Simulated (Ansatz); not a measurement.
# BePd (Pm-3m): Grüneisen parameters, part 2 of 2

Does BePd (Pm-3m) expand much on heating, by its phonons?

Ansatz 0.2.0; DFT PBEsol, scalar-relativistic, plane waves, PAW; PAW set soft_1.

So far, highest frequency on the path or at a solved wavevector (cm⁻¹): step 2 (phonons on a q mesh) 463.

## 4. Phonons at the other volume, volume ratio 0.97

The phonons are repeated at this volume on the same k and q meshes.

The input, input.yaml:

```yaml
crystal:
  lattice:
    - [2.7691646792, 0.0, 0.0]
    - [0.0, 2.7691646792, 0.0]
    - [0.0, 0.0, 2.7691646792]
  atoms:
    - { symbol: Be, position: [0.0, 0.0, 0.0] }
    - { symbol: Pd, position: [0.5, 0.5, 0.5] }
kpoints:
  mp_grid: { grid: [16, 16, 16] }
hamiltonian:
  xc: pbesol
  pseudopotentials: { kind: paw, azcp: { folder: soft_1 }, xc_functional: pbe }
scf:
  occupations: { method: methfessel_paxton, width: 0.2 }
output:
  eigenvalues: true
phonons:
  method: dfpt
  qmesh: [4, 4, 4]
  temperatures: { t_max: 1000, t_step: 50 }
  qpath:
    path:
      - [[0.0, 0.0, 0.0], [0.0, 0.5, 0.0], [0.5, 0.5, 0.0], [0.0, 0.0, 0.0], [0.5, 0.5, 0.5], [0.0, 0.5, 0.0]]
      - [[0.5, 0.5, 0.5], [0.5, 0.5, 0.0]]
    npoints: 10
```

Launch:

```
$ ansatz run input.yaml --threads 4 --pin off --max-ram 10240MiB --backend cpu --events-out ev --progress --plain --runs-dir out
```

Numbers of over 12 decimals in the logs are rounded to 6 here.

The log of the run:

```text
[...]
Crystal: 2 atoms, lattice volume = 21.235 Å³
Basis set: ecut = 420 eV, 437 PW (Γ), exchange–correlation on 40×40×40 points (8 copies of the dense FFT grid, shifted against one another)
Bands: 14, of which v1, the nominal top of the filled ones, is band 10 counted from 1 (9 counted from 0)
Symmetry: 48 space group operations
k-points: 165 of 4096
[...]
SCF iter   1: F=—  HF=-7001.875613 eV  |F-HF|=—  |Δ(HF+E_count)|=         —  Δρ=2.45e-1  dr2=1.65e1  ethr=3.10e-3  ⟨swp⟩=5.1  Hψ=11878  notcnv=0
[...]
SCF iter   9: F=-6998.290655 eV  HF=-6998.290655 eV  |F-HF|=0.00e0  |Δ(HF+E_count)|=  9.09e-12  S|Δr|=    0.00e0  Δρ=1.40e-8  dr2=4.86e-14  ethr=1.00e-12  ⟨swp⟩=5.1  Hψ=8213  notcnv=0
SCF 1 converged in 9 iterations: F = -6998.290655 eV  dr2 = 4.86e-14
[...]
SCF iter   3: F=-6998.290655 eV  HF=-6998.290655 eV  |F-HF|=9.09e-13  |Δ(HF+E_count)|=  9.09e-13  S|Δr|=    0.00e0  Δρ=3.16e-8  dr2=1.31e-13  ethr=1.00e-12  ⟨swp⟩=1.0  Hψ=5291  notcnv=0
SCF 2 converged in 3 iterations: F = -6998.290655 eV  dr2 = 1.31e-13
[...]
NSCF: frozen V_eff on 165 k-points
[...]
SCF converged after 9 iterations
[...]
Free energy (F): -6998.290655 eV
[...]
Internal energy: -6998.289848 eV  (E = F + TS)
E sigma→0 (E₀):  -6998.290453 eV
Entropy (-TS):   -0.000807 eV (-0.404 meV/atom)
Fermi energy:    17.749338 eV
[...]
--- Band table (eV; the first three rows and the last of 165) ---
  k-point 0: bands = [... 6 lower, 11.7548, 15.2948, 15.2948, 15.2948, 23.1598, 23.1598, 23.1598, 32.3191]
  k-point 1: bands = [... 6 lower, 11.7976, 15.2117, 15.2117, 15.3005, 22.8624, 23.3133, 23.3133, 32.1681]
  k-point 2: bands = [... 6 lower, 11.9215, 14.9875, 14.9875, 15.3170, 22.1016, 23.7489, 23.7489, 31.7556]
  k-point 164: bands = [... 6 lower, 10.9245, 16.4910, 16.4910, 22.6665, 23.4075, 23.4075, 23.4075, 24.7254]
[...]
ASR residual: 4.668e-6 → 0.000e0 eV/Å²; symmetrization residual: 8.130e-8 eV/Å²
  ASR residual per site (eV/Å²): 2.67e-6 4.67e-6
  Γ frequencies (cm⁻¹): 0.00 0.00 0.00 404.65 404.65 404.65
--- Phonons (arbitrary-q DFPT): 10 irreducible q on the 4×4×4 mesh ---
[...]
interpolated dispersion: 62 rows × 6 modes
[...]
```

It took 3.1 min on 4 threads of Intel Xeon Platinum 8375C at 2.90GHz (Ice Lake), shared host; peak memory 2.1 GiB; 12 min of CPU time.

This step gave:

```yaml
sum_rule_residual_before_enforcement: 4.67e-6 eV/Å²
highest_frequency_on_the_path_or_at_a_solved_wavevector: 490.9 cm⁻¹
mean_frequency: 288.7 cm⁻¹
debye_temperature_second_moment: 595 K
logarithmic_mean_frequency: 249.8 cm⁻¹
highest_optical_mode_at_the_zone_centre_no_lo_to_term: 404.6 cm⁻¹
lowest_optical_zone_centre_mode: 404.6 cm⁻¹
lowest_mode_on_the_q_mesh_acoustic_modes_at_gamma_apart: 84.81 cm⁻¹
zero_point_energy_per_atom: 53.68 meV
heat_capacity_at_300_k: 20.82 J/(mol atoms K)
vibrational_entropy_at_300_k: 22.68 J/(mol atoms K)
edges_of_the_widest_gap_between_branches_on_path_and_mesh: 232.1, 386.9 cm⁻¹
```

Frequencies (cm⁻¹) solved at each irreducible wavevector; negative means imaginary. Frequencies by wavevector, by row:

| q in reciprocal lattice units | star | mode 1 | mode 2 | mode 3 | mode 4 | mode 5 | mode 6 |
| --- | --- | --- | --- | --- | --- | --- | --- |
| 0 0 0 | 1 | 0 | 0 | 0 | 404.6 | 404.6 | 404.6 |
| 0 0 0.25 | 6 | 84.8 | 84.8 | 167.5 | 422.1 | 422.1 | 435.4 |
| 0 0 -0.5 | 3 | 114.3 | 114.3 | 232.1 | 441.5 | 441.5 | 490.9 |
| 0 0.25 0.25 | 12 | 99.6 | 128.9 | 177.9 | 399.3 | 420.7 | 461.8 |
| 0 0.25 -0.5 | 12 | 113.8 | 148.3 | 204.4 | 417.3 | 420.8 | 437.7 |
| 0 -0.5 -0.5 | 3 | 114.2 | 167.8 | 167.8 | 386.9 | 403 | 403 |
| 0.25 0.25 0.25 | 8 | 154.3 | 154.3 | 175.9 | 417.7 | 417.7 | 436 |
| 0.25 0.25 -0.5 | 12 | 152.1 | 162.6 | 200 | 400.5 | 427.5 | 438 |
| 0.25 -0.5 -0.5 | 6 | 158.2 | 196.9 | 196.9 | 420.3 | 421.5 | 421.5 |
| -0.5 -0.5 -0.5 | 1 | 196 | 196 | 196 | 439.2 | 439.2 | 439.2 |

The highest optical mode at the zone centre (no LO-TO term) is 404.6 cm⁻¹, +24.8 cm⁻¹ against the base run.

## 5. Relaxing at another volume, volume ratio 1.03

The volume is scaled by 1.03 and held; symmetry leaves nothing to relax, so this is a single point. The modes can then be followed against volume.

input.yaml, the sections that differ from step 4:

```yaml
crystal:
  lattice:
    - [2.8251224763, 0.0, 0.0]
    - [0.0, 2.8251224763, 0.0]
    - [0.0, 0.0, 2.8251224763]
  atoms:
    - { symbol: Be, position: [0.0, 0.0, 0.0] }
    - { symbol: Pd, position: [0.5, 0.5, 0.5] }
output:
  forces: true
  stress: true
  eigenvalues: true
# kpoints, hamiltonian, scf: as in step 4
# phonons: removed
```

The log of the run:

```text
[...]
Crystal: 2 atoms, lattice volume = 22.548 Å³
Basis set: ecut = 420 eV, 461 PW (Γ), exchange–correlation on 40×40×40 points (8 copies of the dense FFT grid, shifted against one another)
Bands: 14, of which v1, the nominal top of the filled ones, is band 10 counted from 1 (9 counted from 0)
Symmetry: 48 space group operations
[...]
k-points: 165 of 4096
[...]
--- Band table (eV; the first three rows and the last of 165) ---
  k-point 0: bands = [... 6 lower, 10.8943, 14.1089, 14.1089, 14.1089, 21.7590, 21.7590, 21.7590, 30.5459]
  k-point 1: bands = [... 6 lower, 10.9328, 14.0345, 14.0345, 14.1141, 21.4616, 21.9014, 21.9014, 30.4215]
  k-point 2: bands = [... 6 lower, 11.0434, 13.8331, 13.8331, 14.1290, 20.7028, 22.3067, 22.3067, 30.0772]
  k-point 164: bands = [... 6 lower, 10.1123, 15.1984, 15.1984, 21.0991, 21.9356, 21.9356, 21.9356, 23.0725]
[key lines of the parts left out:]
SCF converged after 7 iterations
Free energy (F): -6998.292044 eV
Fermi energy:    16.415031 eV
P = ⅓ Tr σ = -5.2746 GPa (-52.746 kbar)
```

Run time: 0.81 s. Hardware: 4 threads; peak memory 0.58 GiB; 2.5 s of CPU time.

This step gave:

- pressure: -5.275 GPa
- volume per atom: 11.27 Å³

The run ends at a pressure of -5.27 GPa.

## 6. Phonons at the other volume, volume ratio 1.03

The phonons are repeated at this volume on the same k and q meshes.

Changes to input.yaml since step 5:

```diff
@@ -16,4 +16,11 @@
 output:
-  forces: true
-  stress: true
   eigenvalues: true
+phonons:
+  method: dfpt
+  qmesh: [4, 4, 4]
+  temperatures: { t_max: 1000, t_step: 50 }
+  qpath:
+    path:
+      - [[0.0, 0.0, 0.0], [0.0, 0.5, 0.0], [0.5, 0.5, 0.0], [0.0, 0.0, 0.0], [0.5, 0.5, 0.5], [0.0, 0.5, 0.0]]
+      - [[0.5, 0.5, 0.5], [0.5, 0.5, 0.0]]
+    npoints: 10
```

The log of the run:

```text
[...]
Crystal: 2 atoms, lattice volume = 22.548 Å³
Basis set: ecut = 420 eV, 461 PW (Γ), exchange–correlation on 40×40×40 points (8 copies of the dense FFT grid, shifted against one another)
Bands: 14, of which v1, the nominal top of the filled ones, is band 10 counted from 1 (9 counted from 0)
Symmetry: 48 space group operations
k-points: 165 of 4096
[...]
k-point 164: bands = [... 6 lower, 10.1123, 15.1984, 15.1984, 21.0991, 21.9356, 21.9356, 21.9356, 23.0725]
[...]
ASR residual: 1.833e-6 → 0.000e0 eV/Å²; symmetrization residual: 1.139e-7 eV/Å²
  ASR residual per site (eV/Å²): 1.83e-6 1.42e-6
  Γ frequencies (cm⁻¹): 0.00 0.00 0.00 356.01 356.01 356.01
--- Phonons (arbitrary-q DFPT): 10 irreducible q on the 4×4×4 mesh ---
[...]
interpolated dispersion: 62 rows × 6 modes
[...]
[key lines of the parts left out:]
SCF converged after 9 iterations
Free energy (F): -6998.292044 eV
Fermi energy:    16.415022 eV
```

Run time: 3.3 min. Hardware: 4 threads; peak memory 2.1 GiB; 12 min of CPU time.

This step gave:

```yaml
sum_rule_residual_before_enforcement: 1.83e-6 eV/Å²
highest_frequency_on_the_path_or_at_a_solved_wavevector: 436.5 cm⁻¹
mean_frequency: 255.9 cm⁻¹
debye_temperature_second_moment: 527 K
logarithmic_mean_frequency: 221.9 cm⁻¹
highest_optical_mode_at_the_zone_centre_no_lo_to_term: 356.0 cm⁻¹
lowest_optical_zone_centre_mode: 356.0 cm⁻¹
lowest_mode_on_the_q_mesh_acoustic_modes_at_gamma_apart: 76.88 cm⁻¹
zero_point_energy_per_atom: 47.59 meV
heat_capacity_at_300_k: 21.59 J/(mol atoms K)
vibrational_entropy_at_300_k: 25.18 J/(mol atoms K)
edges_of_the_widest_gap_between_branches_on_path_and_mesh: 205.1, 342.8 cm⁻¹
```

Frequencies (cm⁻¹) solved at each irreducible wavevector; negative means imaginary. Frequencies by wavevector, by row:

| q in reciprocal lattice units | star | mode 1 | mode 2 | mode 3 | mode 4 | mode 5 | mode 6 |
| --- | --- | --- | --- | --- | --- | --- | --- |
| 0 0 0 | 1 | 0 | 0 | 0 | 356 | 356 | 356 |
| 0 0 0.25 | 6 | 76.9 | 76.9 | 147.9 | 375.6 | 375.6 | 384.4 |
| 0 0 -0.5 | 3 | 102.3 | 102.3 | 205.1 | 397.4 | 397.4 | 436.5 |
| 0 0.25 0.25 | 12 | 89.9 | 115.7 | 157.1 | 346.8 | 375 | 413.6 |
| 0 0.25 -0.5 | 12 | 102.8 | 132.3 | 182.6 | 370.6 | 373 | 385.7 |
| 0 -0.5 -0.5 | 3 | 104.2 | 150.4 | 150.4 | 342.8 | 348 | 348 |
| 0.25 0.25 0.25 | 8 | 137.1 | 137.1 | 157.7 | 368.4 | 368.4 | 387.7 |
| 0.25 0.25 -0.5 | 12 | 137.9 | 141.1 | 178.7 | 349.9 | 376.1 | 391.9 |
| 0.25 -0.5 -0.5 | 6 | 137.6 | 174.7 | 174.7 | 370.5 | 370.5 | 374.2 |
| -0.5 -0.5 -0.5 | 1 | 169.5 | 169.5 | 169.5 | 392.1 | 392.1 | 392.1 |

The highest optical mode at the zone centre (no LO-TO term) is 356.0 cm⁻¹, -23.9 cm⁻¹ against the base run.

## 7. Grüneisen parameters

The Grüneisen parameter of a mode is minus the logarithmic change of its frequency with volume, −d ln ω / d ln V; weighted by heat capacity it gives the expansion.

Numbers from this step:

| Property | Result |
| --- | --- |
| bulk modulus | 192.1 GPa |

The phonon branches at the labelled points (cm⁻¹):

| point | branch 1 | branch 2 | branch 3 | branch 4 | branch 5 | branch 6 |
| --- | --- | --- | --- | --- | --- | --- |
| Γ | 0 | 0 | 0 | 380 | 380 | 380 |
| halfway | 81 | 81 | 157 | 398 | 398 | 409 |
| X | 108 | 108 | 218 | 419 | 419 | 463 |
| halfway | 108 | 140 | 193 | 395 | 395 | 411 |
| M | 109 | 159 | 159 | 364 | 375 | 375 |
| halfway | 95 | 122 | 167 | 373 | 397 | 437 |
| Γ | 0 | 0 | 0 | 380 | 380 | 380 |
| halfway | 146 | 146 | 167 | 392 | 392 | 411 |
| R | 182 | 182 | 182 | 415 | 415 | 415 |
| halfway | 145 | 152 | 189 | 375 | 401 | 414 |
| X | 108 | 108 | 218 | 419 | 419 | 463 |
| jump to R | 182 | 182 | 182 | 415 | 415 | 415 |
| halfway | 148 | 186 | 186 | 396 | 396 | 397 |
| M | 109 | 159 | 159 | 364 | 375 | 375 |

The same for volume x 0.97:

| point | branch 1 | branch 2 | branch 3 | branch 4 | branch 5 | branch 6 |
| --- | --- | --- | --- | --- | --- | --- |
| Γ | 0 | 0 | 0 | 405 | 405 | 405 |
| X | 114 | 114 | 232 | 442 | 442 | 491 |
| M | 114 | 168 | 168 | 387 | 403 | 403 |
| Γ | 0 | 0 | 0 | 405 | 405 | 405 |
| R | 196 | 196 | 196 | 439 | 439 | 439 |
| X | 114 | 114 | 232 | 442 | 442 | 491 |
| R | 196 | 196 | 196 | 439 | 439 | 439 |
| M | 114 | 168 | 168 | 387 | 403 | 403 |

The same for volume x 1.03:

| point | branch 1 | branch 2 | branch 3 | branch 4 | branch 5 | branch 6 |
| --- | --- | --- | --- | --- | --- | --- |
| Γ | 0 | 0 | 0 | 356 | 356 | 356 |
| X | 102 | 102 | 205 | 397 | 397 | 436 |
| M | 104 | 150 | 150 | 343 | 348 | 348 |
| Γ | 0 | 0 | 0 | 356 | 356 | 356 |
| R | 170 | 170 | 170 | 392 | 392 | 392 |
| X | 102 | 102 | 205 | 397 | 397 | 436 |
| R | 170 | 170 | 170 | 392 | 392 | 392 |
| M | 104 | 150 | 150 | 343 | 348 | 348 |

The first set of phonon branches as a text plot (rows in cm⁻¹):

```
    481 |
    460 |      ***                                      **
    440 |     *   *        ****                        *
    419 |   ********      *    *     ****   ***************
    399 |  ***    ***    * ******   *   ******   **** **   ***
    378 |***        ********************   *       ***        ***
    358 |              **                                       *
    337 |
    317 |
    297 |
    276 |
    256 |
    235 |
    215 |      ****                                    ***
    194 |     *    *                             ******    ***
    174 |    *      ***  *****          ************      **  **
    153 |   *       *******   *        ****        **       **  *
    133 |          *       **  *     ***             **       *
    112 |      ************  **     *                 ****     **
     92 |  * **            ******    **
     72 | * *                  *    *
     51 |  *                    ** *
     31 |**                      * *
     10 |*                        *
         Γ      X      M          Γ            R        X|R     M
```

Mode Grueneisen parameter -dln(w)/dln(V), modes matched by rank; at Γ the acoustic branches take the value of a neighbouring point of the path. The mode Grüneisen parameters at the labelled points ():

| point | branch 1 | branch 2 | branch 3 | branch 4 | branch 5 | branch 6 |
| --- | --- | --- | --- | --- | --- | --- |
| Γ | 1.41 | 1.41 | 2.09 | 2.13 | 2.13 | 2.13 |
| halfway | 1.63 | 1.63 | 2.07 | 1.94 | 1.94 | 2.08 |
| X | 1.85 | 1.85 | 2.06 | 1.75 | 1.75 | 1.96 |
| halfway | 1.69 | 1.90 | 1.88 | 1.98 | 2.01 | 2.11 |
| M | 1.53 | 1.82 | 1.82 | 2.02 | 2.44 | 2.44 |
| halfway | 1.71 | 1.80 | 2.07 | 2.35 | 1.92 | 1.84 |
| Γ | 1.45 | 1.91 | 1.95 | 2.13 | 2.13 | 2.13 |
| halfway | 1.97 | 1.97 | 1.82 | 2.09 | 2.09 | 1.96 |
| R | 2.42 | 2.42 | 2.42 | 1.89 | 1.89 | 1.89 |
| halfway | 1.62 | 2.36 | 1.88 | 2.25 | 2.13 | 1.85 |
| X | 1.85 | 1.85 | 2.06 | 1.75 | 1.75 | 1.96 |
| jump to R | 2.42 | 2.42 | 2.42 | 1.89 | 1.89 | 1.89 |
| halfway | 2.32 | 1.99 | 1.99 | 2.10 | 2.15 | 1.98 |
| M | 1.53 | 1.82 | 1.82 | 2.02 | 2.44 | 2.44 |

The mode Grüneisen parameters as a text plot (rows in , shown from 1.4 to 2.4 only):

```
   2.42 |              ** *                  ******       **    *
   2.38 |             * *  **                   *  **     * *  *
   2.33 |            *   *   *              **               **
   2.29 |            *        *                      *        *
   2.25 |                      *                 *  *
   2.21 |           *    *      *          *       *  *    *
   2.17 |           *            *  ***    *         *       *
   2.12 |***                     ***   *          ***       *
   2.08 |******              ** ** *    *****     *  * *     *
   2.04 | ** * *** *   * ****  *         **       *   * **  * *
   2.00 |     *   *   * *      **   ***    *     *     *   * ****
   1.96 |   *  *******        *  **    **  * *   * *    **
   1.91 |          *      **** * ****  *    **  *     *** ***
   1.87 |    *   ***                          ********    *
   1.83 |     ***** ******   ****    ****          **** **    ***
   1.79 |      * **   * * ****     *                   **      *
   1.75 |     * ** *                *    **             **
   1.70 |    *             ***                         *
   1.66 |                     *
   1.62 |   *       **    *    *                    *           *
   1.58 |             *  *                            *
   1.54 |  *           **       *                    *
   1.49 |
   1.45 | *                      **
         Γ      X      M          Γ            R        X|R     M
```

(dS/dlnV)/C_V. The thermodynamic Grueneisen parameter by temperature:

| temperature (K) | thermodynamic Grueneisen parameter |
| --- | --- |
| 50 | 1.86 |
| 100 | 1.91 |
| 150 | 1.94 |
| 200 | 1.95 |
| 250 | 1.96 |
| 300 | 1.96 |
| 350 | 1.97 |
| 400 | 1.97 |
| 450 | 1.97 |
| 500 | 1.97 |
| 550 | 1.97 |
| 600 | 1.97 |
| 650 | 1.97 |
| 700 | 1.97 |
| 750 | 1.97 |
| 800 | 1.97 |
| 850 | 1.97 |
| 900 | 1.97 |
| 950 | 1.97 |
| 1000 | 1.97 |

Gamma C_V/(B V) at the static volume. The volume expansion by temperature:

| temperature (K) | volume expansion (1e-6/K) |
| --- | --- |
| 50 | 5.7 |
| 100 | 15.3 |
| 150 | 22.6 |
| 200 | 27.6 |
| 250 | 30.8 |
| 300 | 32.9 |
| 350 | 34.3 |
| 400 | 35.3 |
| 450 | 36 |
| 500 | 36.5 |
| 550 | 36.9 |
| 600 | 37.2 |
| 650 | 37.5 |
| 700 | 37.6 |
| 750 | 37.8 |
| 800 | 37.9 |
| 850 | 38.0 |
| 900 | 38.1 |
| 950 | 38.2 |
| 1000 | 38.3 |

## 8. Summary of results

| Property | Result |
| --- | --- |
| bulk modulus | 192 GPa |
| thermodynamic Grüneisen parameter at 300 K | 1.964 |
| volume expansion at 300 K, estimated | 32.92 × 10⁻⁶ K⁻¹ |

By this estimate the volume grows by 32.9 × 10⁻⁶ per kelvin at 300 K. The highest optical mode at Γ goes from 405 to 356 cm⁻¹ as the cell grows, a Grüneisen parameter of 2.13. Mode parameters on the path run from 1.4 to 2.4, with a median of 2.0. Branches are matched by rank, so values near crossings are rough. The expansion is the Grüneisen estimate at the static volume, with the static bulk modulus. With no gap, or one that is small against the smearing, the frequencies hang on the k mesh and the smearing, most of all near Kohn anomalies. The PAW files were made for PBE and serve the other functionals too. A phonon run warned that its eigensolver left some bands unconverged in a pass.

[Logs are printed without paths, hosts, clocks, repeated set-up lines and the standing remarks that a program may print on its own settings, such as how far it seeks lower states.]

[Hosts, paths, dates, database ids (printed as entryN), source tags and the programs' standing remarks are cut or masked in the printed files.]
